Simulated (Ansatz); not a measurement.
# TiSi2 (Cmcm): zone-centre modes under pressure, part 2 of 3

Wanted: Grüneisen parameters and pressure coefficients of the modes of TiSi2 (Cmcm).

Ansatz 0.2.0; DFT LDA, scalar-relativistic, plane waves, PAW; PAW set soft_1.

So far: Starting point; Bringing the structure to rest.

**3. Tight relaxation**

Phonons need small forces and stress, so the relaxation is finished with tight tolerances on 12×12×12 k points.

The input, input.yaml:

```yaml
crystal:
  lattice:
    - [1.743637189, -6.6302782555, 0.0]
    - [1.743637189, 6.6302782555, 0.0]
    - [0.0, 0.0, 3.5305754655]
  atoms:
    - { symbol: Si, position: [0.5597723297, 0.4402276703, 0.75] }
    - { symbol: Si, position: [0.4402276703, 0.5597723297, 0.25] }
    - { symbol: Si, position: [0.2496696167, 0.7503303833, 0.75] }
    - { symbol: Si, position: [0.7503303833, 0.2496696167, 0.25] }
    - { symbol: Ti, position: [0.8974726626, 0.1025273374, 0.75] }
    - { symbol: Ti, position: [0.1025273374, 0.8974726626, 0.25] }
kpoints:
  mp_grid: { grid: [12, 12, 12] }
hamiltonian:
  xc: lda
  pseudopotentials: { kind: paw, azcp: { folder: soft_1 }, xc_functional: pbe }
scf:
  occupations: { method: methfessel_paxton, width: 0.2 }
output:
  forces: true
  stress: true
  eigenvalues: true
  write_density: true
  write_potential: true
  elf: true
  volumetric_format: npy
relax:
  adjacent_minimum: "off"
  f_tol: 0.001
  max_steps: 60
  cell: { stress_tol: 0.01 }
```

Launch:

```console
ansatz run input.yaml --threads 4 --pin off --max-ram 16384MiB --backend cpu --events-out ev --progress --plain --runs-dir out
```

Numbers of over 12 decimals in the logs are rounded to 6 here.

The program printed:

```text
[...]
Crystal: 6 atoms, lattice volume = 81.633 Å³
Basis set: ecut = 420 eV, 1585 PW (Γ)
Bands: 26, of which v1, the nominal top of the filled ones, is band 20 counted from 1 (19 counted from 0)
Symmetry: 8 space group operations
[...]
k-points: 301 of 1728
[...]
cell:  # Å, volume = 81.6124 Å³
    - [1.742968, -6.629394, 0]
    - [1.742968, 6.629394, 0]
    - [0, 0, 3.531529]
  atoms:
    - { symbol: Si, position: [0.559840, 0.440160, 0.75] }
    - { symbol: Si, position: [0.440160, 0.559840, 0.25] }
    - { symbol: Si, position: [0.249594, 0.750406, 0.75] }
    - { symbol: Si, position: [0.750406, 0.249594, 0.25] }
    - { symbol: Ti, position: [0.897500, 0.102500, 0.75] }
    - { symbol: Ti, position: [0.102500, 0.897500, 0.25] }
[key lines of the parts left out:]
SCF converged after 4 iterations
Free energy (F): -7339.293585 eV
Fermi energy:    13.282068 eV
P = ⅓ Tr σ = -0.0012 GPa (-0.012 kbar)
```

Run time: 48 s. Hardware: 4 threads of Intel Xeon Platinum 8259CL at 2.50GHz (Skylake/Cascade Lake), shared host; peak memory 0.86 GiB.

Little changed from the start: no atom moved by 0.005 Å and no cell edge by 0.1 %.

This step gave:

- pressure: -0.001195 GPa
- volume per atom: 13.60 Å³

ELF in the bc plane of the conventional cell at fractional x = 0.500, with atoms of Si and Ti within 0.2 Å of it. It is the smooth field of the valence electrons, not physical close to the nuclei.

Ten even steps from '0' (0.08) to '9' (0.71), each cell a mean:
```
9988767755897200122026863367532489778
6654469844599633342059995133200376544
6654469844599633342059995123100376544
9888667755797200122026873366422489768
9999964457973233102200112798666579999
7557862124532799711321126985469756778
4355751002313889821343358965569853456
7456862124522799711332137985469755678
9999964457862244202200003798666579999
```
Columns run along b (13.3 Å), rows up along c (3.5 Å), edges of the conventional cell, whose origin can differ from the input's. Atoms in or near the plane, at fractional coordinates: Si at (0.94, 0.75), Si at (0.06, 0.25), Si at (0.25, 0.75), Si at (0.75, 0.25), Ti at (0.60, 0.75), Ti at (0.40, 0.25).

Electrostatic potential energy in the bc plane of the conventional cell at fractional x = 0.500, with atoms of Si and Ti within 0.2 Å of it. With pseudopotentials it is smooth inside the atoms' cores, unlike the true potential.

Ten even steps from '0' (-28 eV) to '9' (15 eV), each cell a mean:
```
7889999621268988999962125898899984214
6999998325238999999830002799999961441
6999998326238999999830002799999961451
7899999621268988999852125899999984114
7546899977788644689987678874579998778
4121589999996100269999999721127999998
2382389999985000059999999616616999998
4121589999996100269999999722227999998
7545899987888533689997678864469998878
```
Columns run along b (13.3 Å; values clipped at the 3rd and 97th percentile), rows up along c (3.5 Å), edges of the conventional cell, whose origin can differ from the input's. Atoms in or near the plane, at fractional coordinates: Si at (0.94, 0.75), Si at (0.06, 0.25), Si at (0.25, 0.75), Si at (0.75, 0.25), Ti at (0.60, 0.75), Ti at (0.40, 0.25).

Valence density in the bc plane of the conventional cell at fractional x = 0.500, with atoms of Si and Ti within 0.2 Å of it. It is the smooth field of the valence electrons, not physical close to the nuclei.

Values in units of 1e0 e/Å³, 5 rows by 16 columns, each cell a mean:
```
0.4 0.3 0.2 0.3 0.3 0.3 0.2 0.2 0.4 4.8 2.0 0.3 0.2 0.2 0.3 0.3
0.3 0.2 0.3 0.3 0.3 0.3 0.2 0.2 0.5 6.9 2.9 0.2 0.2 0.2 0.3 0.3
0.4 0.4 0.2 0.3 0.3 0.5 1.5 0.3 0.2 0.6 0.4 0.4 0.3 0.2 0.3 0.4
0.3 0.3 0.2 0.1 0.2 1.8 8.9 1.4 0.2 0.2 0.3 0.3 0.3 0.3 0.2 0.3
0.4 0.4 0.2 0.2 0.3 0.8 3.3 0.6 0.2 0.3 0.3 0.4 0.3 0.3 0.3 0.4
```
Columns run along b (13.3 Å), rows up along c (3.5 Å), edges of the conventional cell, whose origin can differ from the input's. Atoms in or near the plane, at fractional coordinates: Si at (0.94, 0.75), Si at (0.06, 0.25), Si at (0.25, 0.75), Si at (0.75, 0.25), Ti at (0.60, 0.75), Ti at (0.40, 0.25).

The largest force component left is 0.45 meV/Å and the pressure is -0.001 GPa, within the tolerances set. The cell now holds 13.60 Å³/atom.

**4. Modes at rest**

The force constants come from the linear response of the density to a displacement.

The modes at rest are the reference of the series.

input.yaml, the sections that differ from step 3:

```yaml
crystal:
  lattice:
    - [1.7429679437, -6.6293940177, 0.0]
    - [1.7429679437, 6.6293940177, 0.0]
    - [0.0, 0.0, 3.531529181]
  atoms:
    - { symbol: Si, position: [0.5598401744, 0.4401598256, 0.75] }
    - { symbol: Si, position: [0.4401598256, 0.5598401744, 0.25] }
    - { symbol: Si, position: [0.2495941797, 0.7504058203, 0.75] }
    - { symbol: Si, position: [0.7504058203, 0.2495941797, 0.25] }
    - { symbol: Ti, position: [0.8975002789, 0.1024997211, 0.75] }
    - { symbol: Ti, position: [0.1024997211, 0.8975002789, 0.25] }
output:
  eigenvalues: true
phonons:
  method: dfpt
# kpoints, hamiltonian, scf: as in step 3
# relax: removed
```

The program printed:

```text
zone centre: on kpoints.mp_grid the ground state, and the responses unless they are solved on pairs of k-points, stand on 301 of the mesh's 1728 k-points, reduced under 4 symmetry operations, with k and −k counted as one. Each operation leaves every solved displacement unchanged or reverses it
[...]
Crystal: 6 atoms, lattice volume = 81.612 Å³
Basis set: ecut = 420 eV, 1585 PW (Γ), exchange–correlation on 96×96×48 points (8 copies of the dense FFT grid, shifted against one another)
Bands: 26, of which v1, the nominal top of the filled ones, is band 20 counted from 1 (19 counted from 0)
Symmetry: 8 space group operations
k-points: 301 of 1728 (irreducible under 4 space group operations, time reversal used)
[...]
SCF iter   1: F=—  HF=-7339.960857 eV  |F-HF|=—  |Δ(HF+E_count)|=         —  Δρ=3.72e-2  dr2=2.84e0  ethr=3.10e-3  ⟨swp⟩=6.0  Hψ=35521  notcnv=0
[...]
SCF iter  10: F=-7339.293586 eV  HF=-7339.293586 eV  |F-HF|=1.82e-12  |Δ(HF+E_count)|=  4.27e-11  S|Δr|=    0.00e0  Δρ=5.31e-8  dr2=3.19e-12  ethr=1.00e-12  ⟨swp⟩=6.9  Hψ=37965  notcnv=0
the search or the solves at the SCF's close seem to have found levels that the self-consistency loop had missed (the run counts 2). By its estimate they hold under 1e-12 electrons; where the run keeps them, the occupations were computed again with them
SCF 1 converged in 10 iterations: F = -7339.293586 eV  dr2 = 3.19e-12
[...]
DFPT response loops at Γ: preconditioner auto → Kerker (q_TF=auto, 2.423 Å⁻¹) (partly filled bands, converged f_vac=0.000); β = 1.00, the filter's whole step (`scf.mixing.beta` (0.50) is not read by the response loops under this deck's `scf.mixing.preconditioner`; to damp them name `kerker` or `kerker_dos`, under which they read `scf.mixing.beta`, and type it under 1.00, their step now; both keys bind the ground state too); Broyden in place of MSR1
SCF converged after 10 iterations
[...]
Free energy (F): -7339.293586 eV
[...]
Internal energy: -7339.293309 eV  (E = F + TS)
E sigma→0 (E₀):  -7339.293517 eV
Entropy (-TS):   -0.000276 eV (-0.046 meV/atom)
Fermi energy:    13.282068 eV
[...]
--- Band table (eV; the first three rows and the last of 301) ---
  k-point 0: bands = [... 16 lower, 11.0546, 11.2517, 11.2760, 13.7387, 14.1236, 14.1614, 14.1920, 14.6832, ... 2 higher]
  k-point 1: bands = [... 16 lower, 11.0862, 11.2380, 11.5260, 13.5622, 13.8825, 14.0691, 14.4534, 14.9374, ... 2 higher]
  k-point 2: bands = [... 16 lower, 11.1917, 11.3424, 12.1072, 13.2037, 13.6215, 13.8322, 14.8802, 15.0496, ... 2 higher]
  k-point 300: bands = [... 16 lower, 11.1668, 11.1668, 12.3889, 12.3889, 13.8680, 13.8680, 14.9760, 14.9760, ... 2 higher]
--- Phonons (Γ-DFPT): 9 representative perturbations + reference, on 301 of 1728 k-points (Σ response iterations 27) ---
  k mesh reduced under 4 symmetry operations, with k and −k counted as one. Each operation leaves every solved displacement unchanged or reverses it
  ASR residual: 2.449e-5 → 0.000e0 eV/Å²; symmetrization residual: 1.849e-6 eV/Å²
  ASR residual per site (eV/Å²): 1.72e-5 1.72e-5 1.26e-5 1.26e-5 2.45e-5 2.45e-5
  Γ frequencies (cm⁻¹): 0.00 0.00 0.00 200.56 205.66 206.51 235.05 239.17 276.52 319.46 354.66 354.66 357.84 365.68 366.72 384.27 402.49 472.95
  non-analytic LO–TO correction: not included (Born effective charges unavailable; polar crystals: no LO–TO splitting at Γ)
```

Elapsed: 3.1 min, on 4 threads; peak memory 2.4 GiB.

Reading the cycles: dr2 is the Hartree energy of the density residual (eV), the measure of convergence; HF is the Harris–Foulkes estimate of the energy, which meets the free energy F at convergence.

Numbers from this step:

```yaml
sum_rule_residual_before_enforcement: 2.45e-5 eV/Å²
point_group: mmm
highest_optical_mode_at_the_zone_centre_no_lo_to_term: 472.9 cm⁻¹
lowest_optical_zone_centre_mode: 200.6 cm⁻¹
```

Patterns of degenerate modes are one choice out of their space. Modes at Γ, with each element's share of the kinetic energy:

```tsv
mode	frequency (cm⁻¹)	symmetry	Si %	Ti %
1	0.0	acoustic	54	46
2	0.0	acoustic	54	46
3	0.0	acoustic	54	46
4	200.6	B1g	42	58
5	205.7	B1u	90	10
6	206.5	B3u	90	10
7	235.1	B2u	78	22
8	239.2	B3g	14	86
9	276.5	Ag	100	0
10	319.5	Ag	1	99
11	354.7	not assigned	99	1
12	354.7	not assigned	68	32
13	357.8	B1g	82	18
14	365.7	B3g	99	1
15	366.7	B1g	76	24
16	384.3	B1u	56	44
17	402.5	B3u	56	44
18	472.9	B3g	87	13
```

Displacements in mode 4 (200.6 cm⁻¹), the largest set to 1:
```
Si1 -1.00  0.00  0.00
Si2  1.00  0.00  0.00
Si3  0.12  0.00  0.00
Si4 -0.12  0.00  0.00
Ti5  0.91  0.00  0.00
Ti6 -0.91  0.00  0.00
```

Displacements in mode 15 (366.7 cm⁻¹), the largest set to 1:
```
Si1 -0.70  0.00  0.00
Si2  0.70  0.00  0.00
Si3  1.00  0.00  0.00
Si4 -1.00  0.00  0.00
Ti5 -0.53  0.00  0.00
Ti6  0.53  0.00  0.00
```

Before it was imposed, the acoustic sum rule was missed by 2.4e-5 eV/Å². Small misses are needed for a sound result but don't prove that mesh and cutoff are converged. The lowest optical mode is real, 201 cm⁻¹.

**5. A member of the series: 1.06 times the volume at rest**

The cell is set to 1.06 times the volume at rest, and shape and atoms relax at that volume.

input.yaml, the sections that differ from step 4:

```yaml
crystal:
  lattice:
    - [1.7728849214, -6.8022455952, 0.0]
    - [1.7728849214, 6.8022455952, 0.0]
    - [0.0, 0.0, 3.5867329445]
  atoms:
    - { symbol: Si, position: [0.5588643565, 0.4411356435, 0.75] }
    - { symbol: Si, position: [0.4411356435, 0.5588643565, 0.25] }
    - { symbol: Si, position: [0.2497343698, 0.7502656302, 0.75] }
    - { symbol: Si, position: [0.7502656302, 0.2497343698, 0.25] }
    - { symbol: Ti, position: [0.8966630858, 0.1033369142, 0.75] }
    - { symbol: Ti, position: [0.1033369142, 0.8966630858, 0.25] }
output:
  forces: true
  stress: true
  eigenvalues: true
relax:
  adjacent_minimum: "off"
  f_tol: 0.001
  max_steps: 60
  cell: { stress_tol: 0.01, fix: [volume] }
# kpoints, hamiltonian, scf: as in step 4
# phonons: removed
```

The program printed:

```text
[...]
Crystal: 6 atoms, lattice volume = 86.509 Å³
Basis set: ecut = 420 eV, 1693 PW (Γ)
Bands: 26, of which v1, the nominal top of the filled ones, is band 20 counted from 1 (19 counted from 0)
Symmetry: 8 space group operations
[...]
k-points: 301 of 1728
[...]
cell:  # Å, volume = 86.5091 Å³
    - [1.770879, -6.823880, 0.0]
    - [1.770879, 6.823880, 0.0]
    - [0.0, 0.0, 3.579411]
  atoms:
    - { symbol: Si, position: [0.558406, 0.441594, 0.75] }
    - { symbol: Si, position: [0.441594, 0.558406, 0.250000] }
    - { symbol: Si, position: [0.249799, 0.750201, 0.75] }
    - { symbol: Si, position: [0.750201, 0.249799, 0.250000] }
    - { symbol: Ti, position: [0.896227, 0.103773, 0.75] }
    - { symbol: Ti, position: [0.103773, 0.896227, 0.250000] }
[key lines of the parts left out:]
SCF converged after 4 iterations
Free energy (F): -7339.174818 eV
Fermi energy:    12.383505 eV
P = ⅓ Tr σ = -7.3818 GPa (-73.818 kbar)
```

Elapsed: 73 s, on 4 threads; peak memory 0.87 GiB.

The steps of the relaxation:

```tsv
step	energy less that of the first step (eV)	largest force component (eV/Å)	pressure (GPa)	volume (Å³)
1	0.0000	0.0534	-7.61	86.51
2	-0.0010	0.0316	-7.38	86.51
3	-0.0011	0.0148	-7.39	86.51
4	-0.0011	0.0106	-7.38	86.51
5	-0.0012	0.0032	-7.38	86.51
6	-0.0012	0.0007	-7.38	86.51
7	-0.0012	0.0000	-7.38	86.51
8*	-0.0012	0.0000	-7.38	86.51
```

Relaxation steps marked * repeat the geometry before them on a plane-wave basis chosen anew for their cell, so energy and pressure can jump there. Relaxation step 4 was tried and not accepted.

The run keeps the 8 symmetry operations that it works with, so distortions that break them were not tested.

```tsv
conventional cell, symmetrised	before	after	change
a (Å)	3.546	3.542	-0.1 %
b (Å)	13.604	13.648	+0.3 %
c (Å)	3.587	3.579	-0.2 %
volume (Å³/atom)	14.42	14.42	+0.0 %
```

Numbers from this step:

- pressure: -7.382 GPa
- volume per atom: 14.42 Å³

The largest force component left is 0.027 meV/Å, at a pressure of -7.38 GPa.

**6. Modes of this member: 1.06 times the volume at rest**

The zone-centre modes follow for 1.06 times the volume at rest.

input.yaml, the sections that differ from step 5:

```yaml
crystal:
  lattice:
    - [1.7708790844, -6.8238797552, 0.0]
    - [1.7708790844, 6.8238797552, 0.0]
    - [0.0, 0.0, 3.5794114434]
  atoms:
    - { symbol: Si, position: [0.5584058488, 0.4415941512, 0.75] }
    - { symbol: Si, position: [0.4415941512, 0.5584058488, 0.25] }
    - { symbol: Si, position: [0.2497994336, 0.7502005664, 0.75] }
    - { symbol: Si, position: [0.7502005664, 0.2497994336, 0.25] }
    - { symbol: Ti, position: [0.8962268939, 0.1037731061, 0.75] }
    - { symbol: Ti, position: [0.1037731061, 0.8962268939, 0.25] }
output:
  eigenvalues: true
phonons:
  method: dfpt
# kpoints, hamiltonian, scf: as in step 5
# relax: removed
```

The program printed:

```text
[...]
Crystal: 6 atoms, lattice volume = 86.509 Å³
Basis set: ecut = 420 eV, 1693 PW (Γ), exchange–correlation on 96×96×48 points (8 copies of the dense FFT grid, shifted against one another)
Bands: 26, of which v1, the nominal top of the filled ones, is band 20 counted from 1 (19 counted from 0)
Symmetry: 8 space group operations
k-points: 301 of 1728 (irreducible under 4 space group operations, time reversal used)
[...]
SCF iter   1: F=—  HF=-7339.743330 eV  |F-HF|=—  |Δ(HF+E_count)|=         —  Δρ=3.43e-2  dr2=2.37e0  ethr=3.10e-3  ⟨swp⟩=5.9  Hψ=35102  notcnv=0
[...]
SCF iter  11: F=-7339.174819 eV  HF=-7339.174819 eV  |F-HF|=2.73e-12  |Δ(HF+E_count)|=    0.00e0  S|Δr|=    0.00e0  Δρ=1.56e-8  dr2=2.57e-13  ethr=1.00e-12  ⟨swp⟩=7.1  Hψ=32208  notcnv=0
[...]
SCF 1 converged in 11 iterations: F = -7339.174819 eV  dr2 = 2.57e-13
[...]
SCF converged after 11 iterations
[...]
Free energy (F): -7339.174819 eV
[...]
Internal energy: -7339.175545 eV  (E = F + TS)
E sigma→0 (E₀):  -7339.175000 eV
Entropy (-TS):   0.000726 eV (0.121 meV/atom)
Fermi energy:    12.383506 eV
[...]
--- Band table (eV; the first three rows and the last of 301) ---
  k-point 0: bands = [... 16 lower, 10.2839, 10.3244, 10.4114, 12.8881, 13.0476, 13.2072, 13.2583, 13.7903, ... 2 higher]
  k-point 1: bands = [... 16 lower, 10.2980, 10.4044, 10.6304, 12.7086, 12.9967, 13.1386, 13.3296, 14.0261, ... 2 higher]
  k-point 2: bands = [... 16 lower, 10.3784, 10.4769, 11.2641, 12.3477, 12.7507, 12.8933, 13.7662, 14.0715, ... 2 higher]
  k-point 300: bands = [... 16 lower, 10.4455, 10.4455, 11.5643, 11.5643, 12.8038, 12.8038, 13.9946, 13.9946, ... 2 higher]
[...]
ASR residual: 1.450e-5 → 0.000e0 eV/Å²; symmetrization residual: 3.312e-6 eV/Å²
  ASR residual per site (eV/Å²): 1.45e-5 1.45e-5 6.19e-6 6.19e-6 3.24e-6 3.24e-6
[...]
```

It took 2.7 min on 4 threads; peak memory 2.5 GiB.

This step gave:

```
sum-rule residual before enforcement                    : 1.45e-5 eV/Å²
highest optical mode at the zone centre (no LO-TO term) : 442.2 cm⁻¹
lowest optical zone-centre mode                         : 180.6 cm⁻¹
```

Patterns of degenerate modes are one choice out of their space. The modes at Γ (shares of kinetic energy by element, %):

```tsv
mode	frequency (cm⁻¹)	symmetry	Si %	Ti %
1	0.0	acoustic	54	46
2	0.0	acoustic	54	46
3	0.0	acoustic	54	46
4	180.6	B1g	40	60
5	190.1	B3u	90	10
6	190.3	B1u	91	9
7	215.6	B2u	78	22
8	216.6	B3g	11	89
9	258.5	Ag	100	0
10	287.0	Ag	0	100
11	323.3	B2u	68	32
12	324.9	B1g	99	1
13	329.0	B3g	100	0
14	330.9	B1g	61	39
15	332.6	Ag	100	0
16	351.2	B1u	55	45
17	361.2	B3u	56	44
18	442.2	B3g	89	11
```

The lowest optical mode is real, 181 cm⁻¹, and the highest lies at 442.2 cm⁻¹.

For the highest optical mode at the zone centre (no LO-TO term), step 4 gave 473 cm⁻¹; this run, with volume ratio 1.06, gives 442 cm⁻¹ (-6 %).

**7. A member of the series: 0.9 times the volume at rest**

The cell is set to 0.9 times the volume at rest, and shape and atoms relax at that volume.

input.yaml, the sections that differ from step 6:

```yaml
crystal:
  lattice:
    - [1.6913820707, -6.3255084446, 0.0]
    - [1.6913820707, 6.3255084446, 0.0]
    - [0.0, 0.0, 3.4326646527]
  atoms:
    - { symbol: Si, position: [0.5619568762, 0.4380431238, 0.75] }
    - { symbol: Si, position: [0.4380431238, 0.5619568762, 0.25] }
    - { symbol: Si, position: [0.249342698, 0.750657302, 0.75] }
    - { symbol: Si, position: [0.750657302, 0.249342698, 0.25] }
    - { symbol: Ti, position: [0.8990378636, 0.1009621364, 0.75] }
    - { symbol: Ti, position: [0.1009621364, 0.8990378636, 0.25] }
output:
  forces: true
  stress: true
  eigenvalues: true
relax:
  adjacent_minimum: "off"
  f_tol: 0.001
  max_steps: 60
  cell: { stress_tol: 0.01, fix: [volume] }
# kpoints, hamiltonian, scf: as in step 6
# phonons: removed
```

The program printed:

```text
[...]
Crystal: 6 atoms, lattice volume = 73.451 Å³
Basis set: ecut = 420 eV, 1447 PW (Γ)
Bands: 26, of which v1, the nominal top of the filled ones, is band 20 counted from 1 (19 counted from 0)
Symmetry: 8 space group operations
[...]
k-points: 301 of 1728
[...]
cell:  # Å, volume = 73.4511 Å³
    - [1.693651, -6.308298, 0.0]
    - [1.693651, 6.308298, 0.0]
    - [0.0, 0.0, 3.437418]
  atoms:
    - { symbol: Si, position: [0.562516, 0.437484, 0.75] }
    - { symbol: Si, position: [0.437484, 0.562516, 0.25] }
    - { symbol: Si, position: [0.249303, 0.750697, 0.75] }
    - { symbol: Si, position: [0.750697, 0.249303, 0.25] }
    - { symbol: Ti, position: [0.899392, 0.100608, 0.75] }
    - { symbol: Ti, position: [0.100608, 0.899392, 0.25] }
[key lines of the parts left out:]
SCF converged after 5 iterations
Free energy (F): -7338.853280 eV
Fermi energy:    14.996760 eV
P = ⅓ Tr σ = 18.9790 GPa (189.790 kbar)
```

It took 43 s on 4 threads; peak memory 0.81 GiB; 2.8 min of CPU time.

Step by step:

```tsv
step	energy less that of the first step (eV)	largest force component (eV/Å)	pressure (GPa)	volume (Å³)
1	0.0000	0.0847	19.25	73.45
2	-0.0012	0.0544	19.03	73.45
3	-0.0013	0.0196	18.99	73.45
4	-0.0014	0.0009	18.98	73.45
5	-0.0014	0.0002	18.98	73.45
6*	-0.0014	0.0002	18.98	73.45
```

Relaxation steps marked * repeat the geometry before them on a plane-wave basis chosen anew for their cell, so energy and pressure can jump there.

The run keeps the 8 symmetry operations that it works with, so distortions that break them were not tested.

```tsv
conventional cell, symmetrised	before	after	change
a (Å)	3.383	3.387	+0.1 %
b (Å)	12.651	12.617	-0.3 %
c (Å)	3.433	3.437	+0.1 %
volume (Å³/atom)	12.24	12.24	+0.0 %
```

This step gave:

```
pressure        : 18.98 GPa
volume per atom : 12.24 Å³
```

The largest force component left is 0.21 meV/Å, at a pressure of 18.98 GPa.

[end of part 2 of 3]

[Logs are printed without paths, hosts, clocks, repeated set-up lines and the standing remarks that a program may print on its own settings, such as how far it seeks lower states.]

[Hosts, paths, dates, database ids (printed as entryN), source tags and the programs' standing remarks are cut or masked in the printed files.]
